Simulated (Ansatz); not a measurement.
# TaAgS3 (model cell, started as cubic perovskite with Ta in the octahedra): a soft mode frozen in

Aim: this structure of TaAgS3 (model cell, started as cubic perovskite with Ta in the octahedra) is to be tested for unstable modes, and one is followed downhill.

Calculated with Ansatz 0.2.0; DFT PBE, scalar-relativistic, plane waves, PAW; PAW set soft_1.

The structure was built from a prototype and need not be the compound's stable phase.

### 1. The starting structure

Symmetry: Pm-3m, No. 221, cubic system. Conventional cell: a = 4.811 Å, b = 4.811 Å, c = 4.811 Å, α = 90.00°, β = 90.00°, γ = 90.00°. Nearest to Ag lie 12 S at 3.40 Å. Nearest to Ta lie 6 S at 2.41 Å. Nearest to S lie 2 Ta at 2.41 Å. Farther neighbours and most contacts between anions are not listed.

### 2. The dispersion

The cell comes from relaxations at this level that are not shown. Stability and thermal properties need the whole zone. Linear response on a 2×2×2 q mesh gives force constants as far as a supercell of that size would.

Input file input.yaml:

```yaml
crystal:
  lattice:
    - [4.8114923399, 0.0, 0.0]
    - [0.0, 4.8114923399, 0.0]
    - [0.0, 0.0, 4.8114923399]
  atoms:
    - { symbol: Ag, position: [0.0, 0.0, 0.0] }
    - { symbol: Ta, position: [0.5, 0.5, 0.5] }
    - { symbol: S, position: [0.5, 0.5, 0.0] }
    - { symbol: S, position: [0.5, 0.0, 0.5] }
    - { symbol: S, position: [0.0, 0.5, 0.5] }
kpoints:
  mp_grid: { grid: [8, 8, 8] }
hamiltonian:
  xc: pbe
  pseudopotentials: { kind: paw, azcp: { folder: soft_1 } }
scf:
  occupations: { method: methfessel_paxton, width: 0.2 }
output:
  eigenvalues: true
phonons:
  method: dfpt
  qmesh: [2, 2, 2]
  temperatures: { t_max: 1000, t_step: 50 }
  qpath:
    path:
      - [[0.0, 0.0, 0.0], [0.0, 0.5, 0.0], [0.5, 0.5, 0.0], [0.0, 0.0, 0.0], [0.5, 0.5, 0.5], [0.0, 0.5, 0.0]]
      - [[0.5, 0.5, 0.5], [0.5, 0.5, 0.0]]
    npoints: 10
```

Run with:

```console
ansatz run input.yaml --threads 4 --pin off --max-ram 16384MiB --backend cpu --events-out ev --progress --plain --runs-dir out
```

Numbers of over 12 decimals in the logs are rounded to 6 here.

What it wrote:

```text
Engine: ansatz 0.2.0, aarch64-unknown-linux-gnu
Pseudopotentials: kind: paw
Pseudopotential: Ag, paw, valence charge 19, recommended cutoff 420 eV (normal), soft_1/Ag.paw.azcp
Pseudopotential: Ta, paw, valence charge 13, recommended cutoff 420 eV (normal), soft_1/Ta.paw.azcp
Pseudopotential: S, paw, valence charge 6, recommended cutoff 420 eV (normal), soft_1/S.paw.azcp
Functional definition: PBE
  parameter kappa = 0.804
  parameter beta = 0.066725
  exchange = pbe_x(kappa = kappa, mu = beta*pi^2/3)
  correlation = pbe_c(beta = beta)
Crystal: 5 atoms, lattice volume = 111.388 Å³
Basis set: ecut = 420 eV, 2109 PW (Γ), exchange–correlation on 72×72×72 points (8 copies of the dense FFT grid, shifted against one another)
Bands: 30, of which v1, the nominal top of the filled ones, is band 25 counted from 1 (24 counted from 0)
Symmetry: 48 space group operations
k-points: 35 of 512
Non-local potential: Ag, projectors of the file, l = 0: 3, l = 1: 2, l = 2: 2, l = 3: 1
Non-local potential: Ta, projectors of the file, l = 0: 3, l = 1: 2, l = 2: 2, l = 3: 1
Non-local potential: S, projectors of the file, l = 0: 2, l = 1: 2, l = 2: 1
PAW form: soft (Blöchl's): semilocal exchange-correlation on the pseudo side does not see the compensation charge
PAW one-centre angular grid: Ag, 590 points (default); XC on 64 Gauss nodes
PAW one-centre angular grid: Ta, 590 points (default); XC on 64 Gauss nodes
PAW one-centre angular grid: S, 110 points (default); XC on 64 Gauss nodes
Initial density: superposition of atomic densities (chi_scale 0.1, normalization cell, long waves kept (reshape's long-wave potential 0.00 eV rms))
Initial wavefunctions: pseudopotential atomic-orbital guess
Functional: x = pbe(κ = 0.804, μ = 0.219515), c = pbe(β = 0.066725)
SCF iter   1: F=—  HF=-20231.701091 eV  |F-HF|=—  |Δ(HF+E_count)|=         —  Δρ=2.83e-2  dr2=1.30e0  ethr=3.10e-3  ⟨swp⟩=6.5  Hψ=4636  notcnv=0
preconditioner: auto → Kerker (q_TF=auto, 2.387 Å⁻¹)  [metal: Δε(μ)=0.075 eV  Ē_g=6.610 eV  σ=0.200 eV  W_gap=0.31  n_scr=26 (ndim 8)  ℏωp=20.5 eV  f_vac=0.000  D(μ)=3.04/eV (n_scr^D=18)]
SCF iter   2: F=—  HF=-20231.482997 eV  |F-HF|=—  |Δ(HF+E_count)|=   2.18e-1  S|Δr|=    0.00e0  Δρ=1.77e-2  dr2=6.37e-1  ethr=2.59e-3  ⟨swp⟩=1.3  Hψ=1342  notcnv=0
SCF iter   3: F=—  HF=-20231.299344 eV  |F-HF|=—  |Δ(HF+E_count)|=   1.84e-1  S|Δr|=    0.00e0  Δρ=6.11e-3  dr2=6.61e-2  ethr=1.27e-3  ⟨swp⟩=2.1  Hψ=1679  notcnv=0  defer=1
SCF iter   4: F=—  HF=-20231.282904 eV  |F-HF|=—  |Δ(HF+E_count)|=   1.64e-2  S|Δr|=    0.00e0  Δρ=2.34e-3  dr2=1.37e-2  ethr=1.32e-4  ⟨swp⟩=2.0  Hψ=2040  notcnv=0  defer=7
SCF iter   5: F=—  HF=-20231.280881 eV  |F-HF|=—  |Δ(HF+E_count)|=   2.02e-3  S|Δr|=    0.00e0  Δρ=6.45e-4  dr2=9.35e-4  ethr=2.75e-5  ⟨swp⟩=2.0  Hψ=1422  notcnv=0  defer=7
SCF iter   6: F=—  HF=-20231.281009 eV  |F-HF|=—  |Δ(HF+E_count)|=   1.28e-4  S|Δr|=    0.00e0  Δρ=1.45e-4  dr2=1.80e-5  ethr=1.87e-6  ⟨swp⟩=2.0  Hψ=1533  notcnv=0  defer=7
SCF iter   7: F=—  HF=-20231.281020 eV  |F-HF|=—  |Δ(HF+E_count)|=   1.03e-5  S|Δr|=    0.00e0  Δρ=2.64e-5  dr2=6.61e-7  ethr=3.61e-8  ⟨swp⟩=2.0  Hψ=1620  notcnv=0  defer=7
SCF iter   8: F=—  HF=-20231.281025 eV  |F-HF|=—  |Δ(HF+E_count)|=   5.08e-6  S|Δr|=    0.00e0  Δρ=6.83e-6  dr2=6.13e-8  ethr=1.32e-9  ⟨swp⟩=2.0  Hψ=1655  notcnv=0  defer=7
SCF iter   9: F=—  HF=-20231.281025 eV  |F-HF|=—  |Δ(HF+E_count)|=   7.92e-8  S|Δr|=    0.00e0  Δρ=1.73e-6  dr2=4.41e-9  ethr=1.23e-10  ⟨swp⟩=2.0  Hψ=1567  notcnv=0  defer=7
SCF iter  10: F=—  HF=-20231.281025 eV  |F-HF|=—  |Δ(HF+E_count)|=   6.06e-9  S|Δr|=    0.00e0  Δρ=5.05e-7  dr2=3.34e-10  ethr=8.82e-12  ⟨swp⟩=2.0  Hψ=1624  notcnv=0  defer=7
[...]
SCF iter  12: F=-20231.281025 eV  HF=-20231.281025 eV  |F-HF|=3.64e-12  |Δ(HF+E_count)|=  7.28e-12  S|Δr|=    0.00e0  Δρ=2.65e-8  dr2=6.63e-13  ethr=1.00e-12  ⟨swp⟩=8.8  Hψ=5362  notcnv=0
SCF 1 converged in 12 iterations: F = -20231.281025 eV  dr2 = 6.63e-13
  greatest PAW one-centre occupation: 1.001 electrons in one spin orbital (limit 2), on the Ag atom at site 0 (counted from 0), in its partial waves of l = 0
Initial density: read from a saved state, or passed on in memory by an earlier SCF of this step, an earlier step, the calling program or the single point that the run made first
iter 1 solved again at ethr=1.47e-6 eV; its pass at ethr=3.10e-3 eV (dr2=7.36e-4 eV) is discarded
SCF iter   1: F=—  HF=-20231.281018 eV  |F-HF|=—  |Δ(HF+E_count)|=         —  Δρ=1.50e-6  dr2=2.09e-9  ethr=1.47e-6  ⟨swp⟩=3.1  Hψ=7433  notcnv=0
eigensolver tolerance schedule: the retry pair's looser diagonalisation over-reported the residual by 352686.79 of it (diagonalisation noise at an unbounded share of the residual, at the tolerance the schedule requests for it); recorded, not acted on — ethr = c·dr2/N_el stays at c = 1.0e-1
preconditioner: auto → Kerker (q_TF=auto, 2.387 Å⁻¹)  [metal: Δε(μ)=0.116 eV  Ē_g=6.792 eV  σ=0.200 eV  W_gap=0.45  n_scr=26 (ndim 8)  ℏωp=20.5 eV  f_vac=0.007  D(μ)=1.49/eV (n_scr^D=6)]
SCF iter   2: F=—  HF=-20231.281025 eV  |F-HF|=—  |Δ(HF+E_count)|=   6.43e-6  S|Δr|=    0.00e0  Δρ=6.82e-7  dr2=3.71e-10  ethr=4.17e-12  ⟨swp⟩=5.1  Hψ=3450  notcnv=0
SCF iter   3: F=—  HF=-20231.281025 eV  |F-HF|=—  |Δ(HF+E_count)|=  6.91e-11  S|Δr|=    0.00e0  Δρ=4.52e-7  dr2=1.70e-10  ethr=1.00e-12  ⟨swp⟩=1.1  Hψ=1054  notcnv=0
SCF iter   4: F=—  HF=-20231.281025 eV  |F-HF|=—  |Δ(HF+E_count)|=  2.91e-11  S|Δr|=    0.00e0  Δρ=2.97e-7  dr2=7.80e-11  ethr=1.00e-12  ⟨swp⟩=1.0  Hψ=1050  notcnv=0
SCF iter   5: F=—  HF=-20231.281025 eV  |F-HF|=—  |Δ(HF+E_count)|=  3.64e-12  S|Δr|=    0.00e0  Δρ=2.01e-7  dr2=3.73e-11  ethr=1.00e-12  ⟨swp⟩=1.0  Hψ=1050  notcnv=0
SCF iter   6: F=—  HF=-20231.281025 eV  |F-HF|=—  |Δ(HF+E_count)|=    0.00e0  S|Δr|=    0.00e0  Δρ=1.62e-7  dr2=2.43e-11  ethr=1.00e-12  ⟨swp⟩=1.0  Hψ=1050  notcnv=0
SCF iter   7: F=—  HF=-20231.281025 eV  |F-HF|=—  |Δ(HF+E_count)|=  7.28e-12  S|Δr|=    0.00e0  Δρ=1.41e-7  dr2=1.85e-11  ethr=1.00e-12  ⟨swp⟩=1.0  Hψ=1050  notcnv=0
SCF iter   8: F=-20231.281025 eV  HF=-20231.281025 eV  |F-HF|=1.09e-11  |Δ(HF+E_count)|=    0.00e0  S|Δr|=    0.00e0  Δρ=7.75e-8  dr2=5.69e-12  ethr=1.00e-12  ⟨swp⟩=1.9  Hψ=2369  notcnv=0
SCF 2 converged in 8 iterations: F = -20231.281025 eV  dr2 = 5.69e-12
phonons: the bands overlap, so this run is a metal and interpolates without the dipole-dipole term. If the crystal is really an insulator or semiconductor, its LO-TO splitting is missing
NSCF: frozen V_eff on 35 k-points
WARN: eigensolver did not converge (k=31): 1 band(s) unlocked after 20 sweeps at ethr=1.30e-12 eV (storage-precision floor; scheduled 1.00e-12 eV) (lowest unlocked band 29, counted from 0; max residual 5.75e-4 eV among the unlocked bands, 5.75e-4 eV over every band; other slots of this pass that fall short are told together in one closing line; warning suppressed until the next SCF loop or pass starts)
WARN: eigensolver did not converge in 4 slots of this pass, the one above among them; of largest residual over every band (k=31): 1 band(s) unlocked (lowest unlocked band 29, counted from 0; max residual 5.75e-4 eV among the unlocked bands, 5.75e-4 eV over every band); of lowest unlocked band (k=31): band 29
NSCF: frozen V_eff on 125 k-points
DFPT response loops at q = (0, 0, 0) (fractional): preconditioner auto → Kerker (q_TF=auto, 2.387 Å⁻¹) (partly filled bands, converged f_vac=0.007); β = 1.00, the filter's whole step (`scf.mixing.beta` (0.50) is not read by the response loops under this deck's `scf.mixing.preconditioner`; to damp them name `kerker` or `kerker_dos`, under which they read `scf.mixing.beta`, and type it under 1.00, their step now; both keys bind the ground state too); Broyden in place of MSR1
NSCF: frozen V_eff on 250 k-points
DFPT response loops at q = (0, 0, -0.5) (fractional): mixed as the last ones told, above
NSCF: frozen V_eff on 250 k-points
DFPT response loops at q = (0, -0.5, -0.5) (fractional): mixed as the last ones told, above
NSCF: frozen V_eff on 250 k-points
DFPT response loops at q = (-0.5, -0.5, -0.5) (fractional): mixed as the last ones told, above
SCF converged after 12 iterations
Stability not checked: this state was not tested for a lower state beside it, because cold or Methfessel-Paxton smearing, or corrected tetrahedra, fill the levels in a way that the test cannot read (fill_not_monotonic; see scf.lower_state_search)
Free energy (F): -20231.281025 eV
Harris-Foulkes:  -20231.281025 eV  (|F-HF|=3.64e-12)
Internal energy: -20231.286938 eV  (E = F + TS)
E sigma→0 (E₀):  -20231.282503 eV
Entropy (-TS):   0.005914 eV (1.183 meV/atom)
Fermi energy:    8.179070 eV
Step filling:    the computed levels leave a gap of 0.1165 eV = 0.6 smearing widths at the electron count; against every level under it full and every level over it empty, smearing changes F+E_penalty+E_count by +4.186 meV and its σ→0 estimate by +2.708 meV
--- Per-component energies (eV) ---
  E_band       = -612.088164
  E_kinetic    = 1174.437612
  E_local      = -4496.748274  (includes V_loc(G=0)·N_el)
  E_nonlocal   = 127.335113
  E_hartree    = 1948.078180
  E_xc         = -742.281385
  E_vxc        = -676.468337  (∫ρ·V_xc dr)
  E_paw        = -14088.878197  (= ΣΔE_a)
  E_vpaw       = -636.801055  (= ΣTr[D̂ρ^β])
  E_aug_tail   = 0.000481  (compensation charges beyond the density's cutoff)
  E_ewald      = -4153.230469
  E_smearing   = 0.005914  (= −TS)
  E_closure    = -0.000000  (closes the sum)
  Σ components = -20231.281025   (vs F -20231.281025, Δ=0.00e0)
--- Band table (eV; the first three rows and the last of 35) ---
  k-point 0: bands = [... 21 lower, 6.8591, 7.3723, 7.3723, 7.3723, 7.6327, 7.6327, 7.6327, 8.3001, ... 1 higher]
  k-point 1: bands = [... 21 lower, 6.7163, 6.8643, 7.2226, 7.2226, 7.6306, 8.3502, 8.3502, 8.6396, ... 1 higher]
  k-point 2: bands = [... 21 lower, 5.9211, 6.8759, 7.2917, 7.2917, 7.6256, 9.3020, 9.3020, 9.3745, ... 1 higher]
  k-point 34: bands = [... 21 lower, 4.9807, 8.2131, 8.2131, 8.2131, 8.3033, 10.8668, 10.8668, 10.8668, ... 1 higher]
--- Phonons (Γ-DFPT): 4 representative perturbations + reference (Σ response iterations 12) ---
  ASR residual: 3.377e-5 → 0.000e0 eV/Å²; symmetrization residual: 7.386e-6 eV/Å²
  ASR residual per site (eV/Å²): 3.38e-5 9.88e-6 1.82e-5 1.82e-5 1.82e-5
  Γ frequencies (cm⁻¹): -127.20 -127.20 -127.20 -86.08 -86.08 -86.08 -35.23 -35.23 -35.23 0.00 0.00 0.00 338.74 338.74 338.74
--- Phonons (arbitrary-q DFPT): 4 irreducible q on the 2×2×2 mesh ---
  q = [0.0000, 0.0000, 0.0000] (star 1, of the zone-centre solve; hermiticity 1.36e-6, symmetrization 6.41e-12): -127.20 -127.20 -127.20 -86.08 -86.08 -86.08 -35.23 -35.23 -35.23 -0.00 -0.00 -0.00 338.74 338.74 338.74
  q = [0.0000, 0.0000, -0.5000] (star 3, 9 solved perturbations in 975 linear systems a pass and spin channel, the states on 125 of 512 k-point pairs; hermiticity 9.56e-7, symmetrization 2.34e-12): -97.43 -59.94 -59.94 -55.60 -55.60 -37.99 -36.02 -36.02 107.58 107.58 108.68 183.38 334.28 334.28 440.89
  q = [0.0000, -0.5000, -0.5000] (star 3, 9 solved perturbations in 975 linear systems a pass and spin channel, the states on 125 of 512 k-point pairs; hermiticity 1.09e-6, symmetrization 1.28e-13): -181.02 -55.68 -55.68 -48.78 -44.29 93.30 93.30 107.62 107.62 172.47 172.47 183.17 192.19 330.89 476.61
  q = [-0.5000, -0.5000, -0.5000] (star 1, 4 solved perturbations in 350 linear systems a pass and spin channel, the states on 125 of 512 k-point pairs; hermiticity 8.17e-7, symmetrization 5.75e-12): -173.60 -173.60 -173.60 -138.34 -138.34 -53.37 -53.37 -53.37 159.92 159.92 159.92 192.36 192.36 192.36 501.81
  sum rule: each row above includes the acoustic sum rule's correction from the zone centre's row sums; it moved no ω² by more than (0.39 cm⁻¹)²
  mesh force constants: q→R imaginary residual 3.25e-18; ASR residual 3.377e-5 → 0.000e0 eV/Å²; symmetrization residual 1.066e-14 eV/Å²
  interpolated dispersion: 62 rows × 15 modes
  density of states and harmonic sums: on the 14×14×14 q-mesh, interpolated from the force constants of a 2×2×2 supercell (no non-analytic term)
  largest difference from the sums on the solved wave vectors: F 3.15e-1 eV, S 4.22e-4 and C_V 1.08e-4 eV/K
  zero-point energy: 0.104825 eV/cell   skipped modes (ω ≤ 0): 759, of them read as no rigid motion or as one in doubt: 756 (6.137e0 modes/cell left out, lowest -181.02 cm⁻¹)   left out of the sums: 4.09e-1 of the cell's modes: C_V's classical limit lies that fraction below 3 k_B per atom; for a crystal, a wire or a layer, F and S can be off by more, and a phonons.interpolated_qmesh denser along its periods is the remedy for the sampling
```

The job ended after 4.5 min (4 threads of Arm Neoverse V1, shared host; peak memory 1.3 GiB).

The column dr2 measures how far the density is from self-consistency, as an energy; F and HF (Harris–Foulkes) agree once it is small.

Numbers from this step:

* volume per atom: 22.28 Å³
* gap on the k-mesh: 0 eV
* sum-rule residual before enforcement: 3.38e-5 eV/Å²
* lowest frequency on the path: -181.0 cm⁻¹
* point group: m-3m
* highest frequency on the path or at a solved wavevector: 501.8 cm⁻¹
* highest optical mode at the zone centre (no LO-TO term): 338.7 cm⁻¹
* lowest optical zone-centre mode: -127.2 cm⁻¹
* lowest mode on the q mesh (acoustic modes at Γ apart): -181.0 cm⁻¹

Frequencies (cm⁻¹) solved at each irreducible wavevector; negative means imaginary. Frequencies by wavevector, by row:

| q in reciprocal lattice units | star | mode 1 | mode 2 | mode 3 | mode 4 | mode 13 | mode 14 | mode 15 |
| --- | --- | --- | --- | --- | --- | --- | --- | --- |
| 0 0 0 | 1 | -127.2 | -127.2 | -127.2 | -86.1 | 338.7 | 338.7 | 338.7 |
| 0 0 -0.5 | 3 | -97.4 | -59.9 | -59.9 | -55.6 | 334.3 | 334.3 | 440.9 |
| 0 -0.5 -0.5 | 3 | -181 | -55.7 | -55.7 | -48.8 | 192.2 | 330.9 | 476.6 |
| -0.5 -0.5 -0.5 | 1 | -173.6 | -173.6 | -173.6 | -138.3 | 192.4 | 192.4 | 501.8 |

Interpolated from a 2×2×2 q mesh. Phonon branches along the path, in cm⁻¹:

| point | branch 1 | branch 2 | branch 3 | branch 4 | branch 12 | branch 13 | branch 14 | branch 15 |
| --- | --- | --- | --- | --- | --- | --- | --- | --- |
| Γ | -127 | -127 | -127 | -86 | 0 | 339 | 339 | 339 |
| halfway | -113 | -94 | -94 | -64 | 124 | 337 | 337 | 389 |
| X | -97 | -60 | -60 | -56 | 183 | 334 | 334 | 441 |
| halfway | -147 | -56 | -52 | -51 | 192 | 270 | 333 | 461 |
| M | -181 | -56 | -56 | -49 | 183 | 192 | 331 | 477 |
| halfway | -135 | -60 | -58 | -55 | 158 | 302 | 335 | 428 |
| Γ | -127 | -127 | -127 | -86 | 0 | 339 | 339 | 339 |
| halfway | -135 | -111 | -111 | -52 | 172 | 279 | 279 | 461 |
| R | -174 | -174 | -174 | -138 | 192 | 192 | 192 | 502 |
| halfway | -148 | -121 | -112 | -53 | 196 | 226 | 251 | 484 |
| X | -97 | -60 | -60 | -56 | 183 | 334 | 334 | 441 |
| jump to R | -174 | -174 | -174 | -138 | 192 | 192 | 192 | 502 |
| halfway | -177 | -127 | -127 | -53 | 185 | 192 | 204 | 496 |
| M | -181 | -56 | -56 | -49 | 183 | 192 | 331 | 477 |

Symmetry leaves 4 wavevectors to solve. The lowest mode among them, the acoustic zeros apart, lies at q = (0, -0.5, -0.5) and is imaginary, 181.0i cm⁻¹, so the energy falls along it.

### 3. The mode frozen in, largest atomic shift 0 Å

The mode followed lies at q = (-0.5, -0.5, -0.5) with frequency 173.6i cm⁻¹ and is 3-fold degenerate, one of the unstable modes though not the softest. At small amplitude the distorted cell has space group no. 74 by a symmetry search on the positions. The undistorted cell that holds it gives the zero of energy on the same k mesh.

System of this step: TaAgS3 (model cell, started as cubic perovskite with Ta in the octahedra). Symmetry: Pm-3m, No. 221, cubic system. Conventional cell: a = 4.811 Å, b = 4.811 Å, c = 4.811 Å, α = 90.00°, β = 90.00°, γ = 90.00°. Nearest to Ag lie 12 S at 3.40 Å. Ta has 6 S at 2.41 Å nearest. Nearest to S lie 2 Ta at 2.41 Å. Farther neighbours and most contacts between anions are not listed.

input.yaml, the sections that differ from step 2:

```yaml
crystal:
  lattice:
    - [4.8114923399, 4.8114923399, 0.0]
    - [4.8114923399, 0.0, 4.8114923399]
    - [4.8114923399, 0.0, -4.8114923399]
  atoms:
    - { symbol: Ag, position: [0.0, 0.5, 0.5] }
    - { symbol: Ag, position: [0.0, 0.0, 0.0] }
    - { symbol: Ta, position: [0.5, 0.25, 0.75] }
    - { symbol: Ta, position: [0.5, 0.75, 0.25] }
    - { symbol: S, position: [0.5, 0.0, 1.0] }
    - { symbol: S, position: [0.5, 0.5, 0.5] }
    - { symbol: S, position: [0.0, 0.0, 0.5] }
    - { symbol: S, position: [0.0, 0.5, 1.0] }
    - { symbol: S, position: [0.5, 0.5, 1.0] }
    - { symbol: S, position: [0.5, 0.0, 0.5] }
output:
  forces: true
  stress: true
  eigenvalues: true
# kpoints, hamiltonian, scf: as in step 2
# phonons: removed
```

What it wrote:

```text
[...]
Crystal: 10 atoms, lattice volume = 222.777 Å³
Basis set: ecut = 420 eV, 4285 PW (Γ), exchange–correlation on 96×96×96 points (8 copies of the dense FFT grid, shifted against one another)
Bands: 60, of which v1, the nominal top of the filled ones, is band 50 counted from 1 (49 counted from 0)
Symmetry: 96 space group operations
[...]
k-points: 29 of 512
[...]
k-point 0: bands = [... 46 lower, 7.3672, 7.6654, 7.6654, 7.6654, 8.1992, 8.1992, 8.1992, 8.2947, ... 6 higher]
  k-point 1: bands = [... 46 lower, 7.1918, 7.9765, 8.0607, 8.0607, 8.1147, 8.1147, 8.1323, 8.4319, ... 6 higher]
  k-point 2: bands = [... 46 lower, 7.0672, 7.8911, 7.8911, 7.9516, 8.2194, 8.6494, 8.6494, 8.7790, ... 6 higher]
  k-point 28: bands = [... 46 lower, 6.5069, 6.5069, 7.5373, 7.5373, 9.3922, 9.3922, 9.8800, 9.8800, ... 6 higher]
[key lines of the parts left out:]
SCF converged after 9 iterations
Free energy (F): -40462.559843 eV
Fermi energy:    8.127079 eV
P = ⅓ Tr σ = -0.0903 GPa (-0.903 kbar)
```

Wall time 6.3 s (4 threads); peak memory 0.78 GiB; 24 s of CPU time.

This step gave:

| Property | Result |
| --- | --- |
| pressure | -0.09026 GPa |
| energy from the undistorted cell | 0 meV/atom |

The run ends at a pressure of -0.09 GPa.

(Continued in part 2 of 3.)

[Logs are printed without paths, hosts, clocks, repeated set-up lines and the standing remarks that a program may print on its own settings, such as how far it seeks lower states.]

[Hosts, paths, dates, database ids (printed as entryN), source tags and the programs' standing remarks are cut or masked in the printed files.]
